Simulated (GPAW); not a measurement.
# Core-hole calculation of the O K edge in La2O3 (P-3m1), part 3 of 4

How does the O K edge of La2O3 (P-3m1) move when the bonds are compressed or stretched?

GPAW 26.7.0; X-ray absorption from dipole matrix elements to empty bands, plane-wave PAW LDA.

So far. Step 4 (Spectrum with FCH, O atom 3): Main maxima below 24 eV (height): 1.5 eV (3.07), 6.0 eV (1.86), 9.5 eV (0.73) and 23.5 eV (1.10). A K edge sees empty p states on the absorber. Step 4 (Spectrum with FCH, O atom 3): The hole costs E(hole) − E(ground) = 523.16 eV, and the lowest empty level of the hole cell on the spectrum's mesh lies at 11.45 eV, which puts the zero at 534.61 eV.

## Step 6: Spectrum with FCH, O atom 3

Shorter bonds are expected to push antibonding states and scattering resonances up, and longer ones down; the cell is scaled to test that.

Changed against the first core-hole run: volume scale from 1 to 0.94.

Input file xas.py:

```python
import numpy as np
from ase import Atoms
from ase.parallel import parprint, paropen
from gpaw import GPAW, PW, FermiDirac, Mixer, MixerDif, setup_paths
from gpaw.test import gen
setup_paths.insert(0, '.')
gen('O', name='fch1s', xcname='LDA', corehole=(1, 0, 1), write_xml=True)
from gpaw.mpi import world
world.barrier()

atoms = Atoms('La6O9',
    cell=[[-5.77580311, 3.33466148, 0],
     [-5.77580311, -3.33466148, 0],
     [3.85053541, 0, 5.98718477]],
    scaled_positions=[[0.41541189, 0.74874523, 0.24623568],
     [0.74874523, 0.08207856, 0.24623568],
     [0.08207856, 0.41541189, 0.24623568],
     [0.25125477, 0.91792144, 0.75376432],
     [0.58458811, 0.25125477, 0.75376432],
     [0.91792144, 0.58458811, 0.75376432],
     [0, 0, 0],
     [0.33333333, 0.33333333, 0],
     [0.66666667, 0.66666667, 0],
     [0.54863022, 0.88196355, 0.64589065],
     [0.88196355, 0.21529688, 0.64589065],
     [0.21529688, 0.54863022, 0.64589065],
     [0.11803645, 0.78470312, 0.35410935],
     [0.45136978, 0.11803645, 0.35410935],
     [0.78470312, 0.45136978, 0.35410935]],
    pbc=True)
atoms.calc = calc = GPAW(legacy_gpaw=True, mode=PW(500, force_complex_dtype=True), xc='LDA', setups={6: 'fch1s'},
    kpts={'size': (3, 3, 3), 'gamma': True}, occupations=FermiDirac(0.02),
    charge=0, mixer=Mixer(0.1, 5, 50), maxiter=150,
    convergence={'density': 0.0001, 'eigenstates': 1e-6}, txt='scf.txt')
energy = atoms.get_potential_energy() + calc.get_reference_energy()
ef = calc.get_fermi_level()
out = dict(energy=energy, fermi=ef, forces=atoms.get_forces().tolist())
parprint(f'all-electron energy {energy:.4f} eV, Fermi level {ef:.4f} eV')
ev = np.array([[calc.get_eigenvalues(k, s) for k in range(len(calc.get_ibz_k_points()))] for s in range(calc.get_number_of_spins())])
out['homo'], out['lumo'], out['counts'] = ev[ev < ef].max(), ev[ev > ef].min(), sorted(set((ev < ef).sum((0, 2)).tolist()))
out['filled'] = (ev[:, 0] < ef).sum(1).tolist()

from ase.units import Ha
from gpaw.xas import dipole_matrix_elements
nb = int(calc.get_number_of_electrons() / 2) + 170
top, nb = nb, nb + 8 + nb // 12
nscf = calc.fixed_density(kpts={'size': (4, 4, 4), 'gamma': True}, nbands=nb,
    convergence={'bands': top, 'eigenstates': 5e-3}, maxiter=60, txt='nscf.txt')
cell = atoms.cell.array
ops = [cell.T @ U.T @ np.linalg.inv(cell.T) for U in nscf.wfs.kd.symmetry.op_scc]
filled = [60]  # bands filled in the ground state, by spin
E = np.arange(-6, 34, 0.1)
fwhm = np.interp(E, [4, 25], [0.9, 3.5])
Y, X, zero, highest = 0, 0, 1e9, 1e9
for spin in range(nscf.get_number_of_spins()):
    wfs = nscf.wfs
    mine = wfs.bd.get_slice()  # this rank's bands
    A = dipole_matrix_elements(wfs.setups[6])
    eps = np.zeros((wfs.kd.nibzkpts, nb))
    d = np.zeros((3, A.shape[1], wfs.kd.nibzkpts, nb), complex)
    for kpt in wfs.kpt_u:
        if kpt.s == spin and 6 in kpt.P_ani:
            eps[kpt.k, mine] = kpt.eps_n * Ha
            d[:, :, kpt.k, mine] = (kpt.weight * wfs.nspins / 2) ** 0.5 * np.inner(A, kpt.P_ani[6])
    world.sum(eps)
    world.sum(d)
    T = np.einsum('amkn,bmkn->abkn', d, d.conj()).real
    T = sum(np.einsum('ai,ijkn,bj->abkn', R, T, R) for R in ops) / len(ops)
    empty = np.ones_like(eps, bool) & (np.arange(nb) >= filled[spin])
    zero, highest = min(zero, eps[empty].min()), min(highest, eps[:, top - 1].min())
    lines = [(eps, T, empty)] if spin == 0 else lines + [(eps, T, empty)]
for eps, T, empty in lines:
    f = np.einsum('aakn->akn', T).reshape(3, -1)
    x = eps.ravel() - zero
    w = np.interp(x, E, fwhm) / 2.35482
    g = np.exp(-0.5 * ((E[:, None] - x) / w) ** 2) / (w * (2 * np.pi) ** 0.5)
    Y = Y + (f * empty.ravel()) @ g.T
    X = X + (f * ~empty.ravel()) @ g.T
out.update(E=E.round(2).tolist(), xas=Y.tolist(), xes=X.tolist(), zero=zero, valid=highest - zero, nk=len(eps), nb=nb)
for i in range(0, len(E), 10):
    parprint(f'{E[i]:7.2f}', *(f'{v:10.3e}' for v in Y[:, i]))
import json
with paropen('out.json', 'w') as f:
    json.dump(out, f)
```

Launch:

```bash
> OMP_NUM_THREADS=1 mpirun -n 4 gpaw python xas.py
```

Numbers of over 12 decimals in the logs are rounded to 6 here.

The log of the run:

```text
Input parameters:
  convergence: {density: 0.0001,
                eigenstates: 1e-06}
  kpts: {gamma: True,
         size: (3, 3, 3)}
  maxiter: 150
  mixer: {backend: pulay,
          beta: 0.1,
          method: separate,
          nmaxold: 5,
          weight: 50}
  mode: {ecut: 500.0,
         force_complex_dtype: True,
         name: pw}
  occupations: {fixmagmom: False,
                name: fermi-dirac,
[...]
*p    :    -0.067100
*d    :     0.000000
--------------------------------

Diagonalizing with gridspacing h=0.050

state   all-electron     PAW
-------------------------------
2s:      -1.594915    -1.596334
2p:      -1.067100    -1.073375
*d:                   -0.060686
*f:                   -0.013559
-------------------------------
all-electron energy -1403495.0482 eV, Fermi level 9.6277 eV
[...]
32.00  3.774e-05  3.774e-05  5.533e-05
  33.00  3.683e-05  3.680e-05  5.547e-05
[key lines of the parts left out:]
Converged after 36 iterations.
Dipole moment: (0.000000, 0.000000, -0.000000) |e|*Ang
Free energy:   -162.804830
Fermi level: 9.62767
```

Wall time 9.3 min (4 MPI ranks of Arm Neoverse V1, shared host); peak memory 0.82 GiB.

```
E (eV)  first run  this run
  -2.0       0.00      0.00
  -1.0       0.00      0.00
   0.0       0.19      0.15
   1.0       2.29      1.74
   2.0       2.33      2.84
   3.0       1.16      1.26
   4.0       0.95      0.97
   5.0       1.43      1.17
   6.0       1.86      1.67
   7.0       0.91      1.63
   8.0       0.48      0.57
   9.0       0.67      0.51
  10.0       0.67      0.72
  11.0       0.48      0.60
  12.0       0.50      0.48
  13.0       0.63      0.55
  14.0       0.76      0.68
  15.0       0.81      0.77
  16.0       0.80      0.80
  17.0       0.76      0.78
  18.0       0.82      0.76
  19.0       0.91      0.82
  20.0       0.95      0.91
  21.0       0.99      0.97
  22.0       1.04      1.01
  23.0       1.09      1.05
  24.0       1.09      1.09
  25.0       1.03      1.09
  26.0       0.95      1.05
  27.0       0.86      0.98
```

The scaled spectrum changes by 18 % r.m.s. A shift of +0.2 eV leaves 9 %. The highest intensity below 16 eV goes from 1.5 eV (3.07) to 1.7 eV (3.13).

The photon energy of the zero moves by +0.09 eV.

## Step 7: Reference energy of the supercell

The cell changes for the next run, so it gets a reference energy of its own.

The cell differs from the one that the last finished run ended in (a 6.669 → 6.740 Å, b 6.669 → 6.740 Å, c 7.118 → 7.193 Å).

Input file scf.py:

```python
import numpy as np
from ase import Atoms
from ase.parallel import parprint, paropen
from gpaw import GPAW, PW, FermiDirac, Mixer, MixerDif, setup_paths
from gpaw.test import gen
setup_paths.insert(0, '.')
gen('O', name='nch1s', xcname='LDA', corehole=(1, 0, 0), write_xml=True)
from gpaw.mpi import world
world.barrier()

atoms = Atoms('La6O9',
    cell=[[-5.8366055, 3.36976576, 0],
     [-5.8366055, -3.36976576, 0],
     [3.89107034, 0, 6.05021239]],
    scaled_positions=[[0.41541189, 0.74874523, 0.24623568],
     [0.74874523, 0.08207856, 0.24623568],
     [0.08207856, 0.41541189, 0.24623568],
     [0.25125477, 0.91792144, 0.75376432],
     [0.58458811, 0.25125477, 0.75376432],
     [0.91792144, 0.58458811, 0.75376432],
     [0, 0, 0],
     [0.33333333, 0.33333333, 0],
     [0.66666667, 0.66666667, 0],
     [0.54863022, 0.88196355, 0.64589065],
     [0.88196355, 0.21529688, 0.64589065],
     [0.21529688, 0.54863022, 0.64589065],
     [0.11803645, 0.78470312, 0.35410935],
     [0.45136978, 0.11803645, 0.35410935],
     [0.78470312, 0.45136978, 0.35410935]],
    pbc=True)
atoms.calc = calc = GPAW(legacy_gpaw=True, mode=PW(500, force_complex_dtype=True), xc='LDA', setups={6: 'nch1s'},
    kpts={'size': (3, 3, 3), 'gamma': True}, occupations=FermiDirac(0.02),
    charge=0, mixer=Mixer(0.1, 5, 50), maxiter=150,
    convergence={'density': 0.0001, 'eigenstates': 1e-6}, txt='scf.txt')
energy = atoms.get_potential_energy() + calc.get_reference_energy()
ef = calc.get_fermi_level()
out = dict(energy=energy, fermi=ef, forces=atoms.get_forces().tolist())
parprint(f'all-electron energy {energy:.4f} eV, Fermi level {ef:.4f} eV')
ev = np.array([[calc.get_eigenvalues(k, s) for k in range(len(calc.get_ibz_k_points()))] for s in range(calc.get_number_of_spins())])
out['homo'], out['lumo'], out['counts'] = ev[ev < ef].max(), ev[ev > ef].min(), sorted(set((ev < ef).sum((0, 2)).tolist()))
out['filled'] = (ev[:, 0] < ef).sum(1).tolist()
import json
with paropen('out.json', 'w') as f:
    json.dump(out, f)
```

Launch:

```bash
> OMP_NUM_THREADS=1 mpirun -n 4 gpaw python scf.py
```

The log of the run:

```text
Input parameters:
  convergence: {density: 0.0001,
                eigenstates: 1e-06}
  kpts: {gamma: True,
         size: (3, 3, 3)}
  maxiter: 150
  mixer: {backend: pulay,
          beta: 0.1,
          method: separate,
          nmaxold: 5,
          weight: 50}
  mode: {ecut: 500.0,
         force_complex_dtype: True,
         name: pw}
  occupations: {fixmagmom: False,
                name: fermi-dirac,
[...]
2s(2) :    -0.872866     1.079797
*s    :     0.127134
2p(4) :    -0.337925     0.876472
*p    :     0.662075
*d    :     0.000000
--------------------------------

Diagonalizing with gridspacing h=0.050

state   all-electron     PAW
-------------------------------
2s:      -0.872866    -0.873954
2p:      -0.337925    -0.341740
*d:                    0.050276
*f:                    0.077289
-------------------------------
all-electron energy -1404017.4680 eV, Fermi level 9.2767 eV
[key lines of the parts left out:]
Converged after 47 iterations.
Dipole moment: (-0.000000, 0.000000, -0.000000) |e|*Ang
Free energy:   -134.557888
Fermi level: 9.27673
```

The job ended after 3.6 min (4 MPI ranks; peak memory 0.41 GiB).

Reference energy: -1404017.468 eV with the cores included.

## Step 8: Spectrum with FCH, O atom 3

Shorter bonds are expected to push antibonding states and scattering resonances up, and longer ones down; the cell is scaled to test that.

Changed against the first core-hole run: volume scale from 1 to 0.97.

xas.py, as its differences from that of step 6:

```diff
@@ -11,5 +11,5 @@
 atoms = Atoms('La6O9',
-    cell=[[-5.77580311, 3.33466148, 0],
-     [-5.77580311, -3.33466148, 0],
-     [3.85053541, 0, 5.98718477]],
+    cell=[[-5.8366055, 3.36976576, 0],
+     [-5.8366055, -3.36976576, 0],
+     [3.89107034, 0, 6.05021239]],
     scaled_positions=[[0.41541189, 0.74874523, 0.24623568],
@@ -44,3 +44,3 @@
 from gpaw.xas import dipole_matrix_elements
-nb = int(calc.get_number_of_electrons() / 2) + 170
+nb = int(calc.get_number_of_electrons() / 2) + 174
 top, nb = nb, nb + 8 + nb // 12
```

Launch:

```bash
> OMP_NUM_THREADS=1 mpirun -n 4 gpaw python xas.py
```

The log of the run:

```text
Input parameters:
  convergence: {density: 0.0001,
                eigenstates: 1e-06}
  kpts: {gamma: True,
         size: (3, 3, 3)}
  maxiter: 150
  mixer: {backend: pulay,
          beta: 0.1,
          method: separate,
          nmaxold: 5,
          weight: 50}
  mode: {ecut: 500.0,
         force_complex_dtype: True,
         name: pw}
  occupations: {fixmagmom: False,
                name: fermi-dirac,
[...]
*p    :    -0.067100
*d    :     0.000000
--------------------------------

Diagonalizing with gridspacing h=0.050

state   all-electron     PAW
-------------------------------
2s:      -1.594915    -1.596334
2p:      -1.067100    -1.073375
*d:                   -0.060686
*f:                   -0.013559
-------------------------------
all-electron energy -1403494.6797 eV, Fermi level 9.2153 eV
[...]
32.00  3.871e-05  3.881e-05  5.631e-05
  33.00  3.872e-05  3.885e-05  5.429e-05
[key lines of the parts left out:]
Converged after 32 iterations.
Dipole moment: (-0.000000, 0.000000, -0.000000) |e|*Ang
Free energy:   -162.436305
Fermi level: 9.21527
```

Run time: 9.3 min. Hardware: 4 MPI ranks; peak memory 0.83 GiB; 37 min of CPU time.

```
E (eV)  first run  this run
  -2.0       0.00      0.00
  -1.0       0.00      0.00
   0.0       0.19      0.17
   1.0       2.29      2.03
   2.0       2.33      2.58
   3.0       1.16      1.19
   4.0       0.95      0.95
   5.0       1.43      1.31
   6.0       1.86      1.79
   7.0       0.91      1.26
   8.0       0.48      0.49
   9.0       0.67      0.59
  10.0       0.67      0.72
  11.0       0.48      0.53
  12.0       0.50      0.48
  13.0       0.63      0.59
  14.0       0.76      0.72
  15.0       0.81      0.79
  16.0       0.80      0.80
  17.0       0.76      0.77
  18.0       0.82      0.78
  19.0       0.91      0.87
  20.0       0.95      0.94
  21.0       0.99      0.98
  22.0       1.04      1.02
  23.0       1.09      1.07
  24.0       1.09      1.10
  25.0       1.03      1.07
  26.0       0.95      1.00
  27.0       0.86      0.92
  28.0       0.77      0.82
```

The scaled spectrum changes by 9 % r.m.s. The highest intensity below 16 eV goes from 1.5 eV (3.07) to 1.6 eV (3.10).

The photon energy of the zero moves by +0.05 eV.

## Step 9: Reference energy of the supercell

The cell changes for the next run, so it gets a reference energy of its own.

The cell differs from the one that the last finished run ended in (a 6.740 → 6.876 Å, b 6.740 → 6.876 Å, c 7.193 → 7.339 Å).

scf.py, as its differences from that of step 7:

```diff
@@ -11,5 +11,5 @@
 atoms = Atoms('La6O9',
-    cell=[[-5.8366055, 3.36976576, 0],
-     [-5.8366055, -3.36976576, 0],
-     [3.89107034, 0, 6.05021239]],
+    cell=[[-5.9545485, 3.43786018, 0],
+     [-5.9545485, -3.43786018, 0],
+     [3.969699, 0, 6.17247185]],
     scaled_positions=[[0.41541189, 0.74874523, 0.24623568],
```

Launch:

```bash
> OMP_NUM_THREADS=1 mpirun -n 4 gpaw python scf.py
```

The log of the run:

```text
Input parameters:
  convergence: {density: 0.0001,
                eigenstates: 1e-06}
  kpts: {gamma: True,
         size: (3, 3, 3)}
  maxiter: 150
  mixer: {backend: pulay,
          beta: 0.1,
          method: separate,
          nmaxold: 5,
          weight: 50}
  mode: {ecut: 500.0,
         force_complex_dtype: True,
         name: pw}
  occupations: {fixmagmom: False,
                name: fermi-dirac,
[...]
2s(2) :    -0.872866     1.079797
*s    :     0.127134
2p(4) :    -0.337925     0.876472
*p    :     0.662075
*d    :     0.000000
--------------------------------

Diagonalizing with gridspacing h=0.050

state   all-electron     PAW
-------------------------------
2s:      -0.872866    -0.873954
2p:      -0.337925    -0.341740
*d:                    0.050276
*f:                    0.077289
-------------------------------
all-electron energy -1404016.9389 eV, Fermi level 8.4757 eV
[key lines of the parts left out:]
Converged after 37 iterations.
Dipole moment: (0.000000, -0.000000, -0.000000) |e|*Ang
Free energy:   -134.028843
Fermi level: 8.47572
```

Run time: 2.9 min. Hardware: 4 MPI ranks; peak memory 0.42 GiB; 12 min of CPU time.

Reference energy: -1404016.939 eV with the cores included.

## Step 10: Spectrum with FCH, O atom 3

Shorter bonds are expected to push antibonding states and scattering resonances up, and longer ones down; the cell is scaled to test that.

Changed against the first core-hole run: volume scale from 1 to 1.03.

xas.py, as its differences from that of step 8:

```diff
@@ -11,5 +11,5 @@
 atoms = Atoms('La6O9',
-    cell=[[-5.8366055, 3.36976576, 0],
-     [-5.8366055, -3.36976576, 0],
-     [3.89107034, 0, 6.05021239]],
+    cell=[[-5.9545485, 3.43786018, 0],
+     [-5.9545485, -3.43786018, 0],
+     [3.969699, 0, 6.17247185]],
     scaled_positions=[[0.41541189, 0.74874523, 0.24623568],
@@ -44,3 +44,3 @@
 from gpaw.xas import dipole_matrix_elements
-nb = int(calc.get_number_of_electrons() / 2) + 174
+nb = int(calc.get_number_of_electrons() / 2) + 183
 top, nb = nb, nb + 8 + nb // 12
```

Launch:

```bash
> OMP_NUM_THREADS=1 mpirun -n 4 gpaw python xas.py
```

The log of the run:

```text
Input parameters:
  convergence: {density: 0.0001,
                eigenstates: 1e-06}
  kpts: {gamma: True,
         size: (3, 3, 3)}
  maxiter: 150
  mixer: {backend: pulay,
          beta: 0.1,
          method: separate,
          nmaxold: 5,
          weight: 50}
  mode: {ecut: 500.0,
         force_complex_dtype: True,
         name: pw}
  occupations: {fixmagmom: False,
                name: fermi-dirac,
[...]
*p    :    -0.067100
*d    :     0.000000
--------------------------------

Diagonalizing with gridspacing h=0.050

state   all-electron     PAW
-------------------------------
2s:      -1.594915    -1.596334
2p:      -1.067100    -1.073375
*d:                   -0.060686
*f:                   -0.013559
-------------------------------
all-electron energy -1403493.4358 eV, Fermi level 8.6526 eV
[...]
32.00  4.283e-05  4.274e-05  5.502e-05
  33.00  4.429e-05  4.396e-05  4.995e-05
[key lines of the parts left out:]
Converged after 33 iterations.
Dipole moment: (0.000000, -0.000000, -0.000000) |e|*Ang
Free energy:   -161.192457
Fermi level: 8.65259
```

Elapsed: 10 min, on 4 MPI ranks; peak memory 0.88 GiB; 40 min of CPU time.

```
E (eV)  first run  this run
  -2.0       0.00      0.00
  -1.0       0.00      0.00
   0.0       0.19      0.22
   1.0       2.29      2.53
   2.0       2.33      2.13
   3.0       1.16      1.16
   4.0       0.95      1.00
   5.0       1.43      1.54
   6.0       1.86      1.81
   7.0       0.91      0.67
   8.0       0.48      0.51
   9.0       0.67      0.72
  10.0       0.67      0.61
  11.0       0.48      0.46
  12.0       0.50      0.53
  13.0       0.63      0.67
  14.0       0.76      0.79
  15.0       0.81      0.82
  16.0       0.80      0.78
  17.0       0.76      0.77
  18.0       0.82      0.86
  19.0       0.91      0.93
  20.0       0.95      0.96
  21.0       0.99      1.01
  22.0       1.04      1.07
  23.0       1.09      1.10
  24.0       1.09      1.07
  25.0       1.03      0.99
  26.0       0.95      0.89
  27.0       0.86      0.80
  28.0       0.77      0.73
```

Against the first run the r.m.s. difference is 8 %. The highest intensity below 16 eV goes from 1.5 eV (3.07) to 1.4 eV (3.02).

The photon energy of the zero moves by -0.05 eV.

## Step 11: Reference energy of the supercell

The cell changes for the next run, so it gets a reference energy of its own.

The cell differs from the one that the last finished run ended in (a 6.876 → 6.942 Å, b 6.876 → 6.942 Å, c 7.339 → 7.409 Å).

scf.py, as its differences from that of step 9:

```diff
@@ -11,5 +11,5 @@
 atoms = Atoms('La6O9',
-    cell=[[-5.9545485, 3.43786018, 0],
-     [-5.9545485, -3.43786018, 0],
-     [3.969699, 0, 6.17247185]],
+    cell=[[-6.01180729, 3.47091856, 0],
+     [-6.01180729, -3.47091856, 0],
+     [4.00787153, 0, 6.23182618]],
     scaled_positions=[[0.41541189, 0.74874523, 0.24623568],
```

Launch:

```bash
> OMP_NUM_THREADS=1 mpirun -n 4 gpaw python scf.py
```

The log of the run:

```text
Input parameters:
  convergence: {density: 0.0001,
                eigenstates: 1e-06}
  kpts: {gamma: True,
         size: (3, 3, 3)}
  maxiter: 150
  mixer: {backend: pulay,
          beta: 0.1,
          method: separate,
          nmaxold: 5,
          weight: 50}
  mode: {ecut: 500.0,
         force_complex_dtype: True,
         name: pw}
  occupations: {fixmagmom: False,
                name: fermi-dirac,
[...]
2s(2) :    -0.872866     1.079797
*s    :     0.127134
2p(4) :    -0.337925     0.876472
*p    :     0.662075
*d    :     0.000000
--------------------------------

Diagonalizing with gridspacing h=0.050

state   all-electron     PAW
-------------------------------
2s:      -0.872866    -0.873954
2p:      -0.337925    -0.341740
*d:                    0.050276
*f:                    0.077289
-------------------------------
all-electron energy -1404016.4332 eV, Fermi level 8.1184 eV
[key lines of the parts left out:]
Converged after 32 iterations.
Dipole moment: (-0.000000, 0.000000, -0.000000) |e|*Ang
Free energy:   -133.523138
Fermi level: 8.11845
```

The job ended after 2.6 min (4 MPI ranks; peak memory 0.42 GiB; 10 min of CPU time).

Reference energy: -1404016.433 eV with the cores included.

[end of part 3 of 4]

[Banner, clock and machine lines of the logs are left out without a mark of their own.]

[Logs are printed without paths, hosts, clocks, repeated set-up lines and the standing remarks that a program may print on its own settings, such as how far it seeks lower states.]

[Hosts, paths, dates, database ids (printed as entryN), source tags and the programs' standing remarks are cut or masked in the printed files.]

[Lists of maxima count a maximum above −3 eV only where it reaches 4 % of the highest in the window and stands out from its surroundings by 2 % of it (1.5 % where it reaches 55 %); shoulders and weaker maxima are passed over, and of the rest the first, up to two pre-edge ones and the few strongest are named.]
